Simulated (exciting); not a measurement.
Consider LuF3, space group P-3m1.

```cif
data_structure
_symmetry_space_group_name_H-M 'P 1'
_symmetry_Int_Tables_number 1
_cell_length_a 3.8159
_cell_length_b 3.8159
_cell_length_c 4.2072
_cell_angle_alpha 90.000
_cell_angle_beta 90.000
_cell_angle_gamma 120.000
_cell_volume 53.05
loop_
_atom_site_label
_atom_site_type_symbol
_atom_site_fract_x
_atom_site_fract_y
_atom_site_fract_z
_atom_site_occupancy
Lu1 Lu 0.00000 0.00000 0.50000 1
F2 F 0.00000 0.00000 0.00000 1
F3 F 0.66667 0.33333 0.39001 1
F4 F 0.33333 0.66667 0.60999 1
```

Absorber: atom 2, with 2 Lu at 2.10 Å (linear, site symmetry -3m). Method: exciting, all-electron LAPW+lo, LDA, exchange and screened direct term (singlet BSE), 4×4×4 shifted k points, 25 conduction bands, |G+q| up to 3 bohr⁻¹, full RPA screening with nempty = 48, Lorentzian half width 0.45 eV.

Predict the F K near-edge structure at this level.

Bound core exciton? Yes on this mesh: the first bright state (over 5 % of the brightest) lies at -1.50 eV from the Kohn–Sham onset and at -1.91 eV from the lowest bare transition of its own mesh. Maxima (height): -1.5 eV (1.00), 2.3 eV (0.73), 4.1 eV (0.37), 8.9 eV (0.22) and 13.9 eV (0.22).

Energy from the Kohn–Sham onset, core level to the lowest empty state found on the meshes used; Im ε in relative units:

```tsv
E (eV)	Im ε
-5.0	0.02
-4.5	0.03
-4.0	0.04
-3.5	0.06
-3.0	0.09
-2.5	0.18
-2.0	0.46
-1.5	0.99
-1.0	0.49
-0.5	0.25
0.0	0.24
0.5	0.27
1.0	0.29
1.5	0.32
2.0	0.55
2.5	0.67
3.0	0.40
3.5	0.33
4.0	0.37
4.5	0.33
5.0	0.27
5.5	0.22
6.0	0.22
6.5	0.21
7.0	0.18
7.5	0.14
8.0	0.14
8.5	0.19
9.0	0.22
9.5	0.18
10.0	0.12
10.5	0.11
11.0	0.12
11.5	0.12
12.0	0.11
12.5	0.11
13.0	0.13
13.5	0.18
14.0	0.22
14.5	0.18
15.0	0.15
15.5	0.12
16.0	0.12
16.5	0.12
17.0	0.12
17.5	0.11
18.0	0.10
18.5	0.10
19.0	0.11
19.5	0.13
20.0	0.12
20.5	0.11
21.0	0.11
21.5	0.09
22.0	0.09
22.5	0.09
```

With 64 k points the binding energies are rough, and fine structure above the first lines is partly noise of the mesh. The kernel cutoff is low for a compact core orbital, so the effect of exchange is a lower bound. The zero comes from the unshifted 4×4×4 ground-state mesh; it is exact only where the band minimum lies on that mesh. The Kohn–Sham onset, 654 eV, is no photon energy: the scale needs a rigid shift. Bands and screening come from semilocal DFT, whose small gap overscreens. Vibrations and energy-dependent lifetimes are left out. The structure is a Materials Project entry, computed there, and may be a hypothetical form.

[Banner, clock and machine lines of the logs are left out without a mark of their own.]

[Logs are printed without paths, hosts, clocks, repeated set-up lines and the standing remarks that a program may print on its own settings, such as how far it seeks lower states.]

[Hosts, paths, dates, database ids (printed as entryN), source tags and the programs' standing remarks are cut or masked in the printed files.]
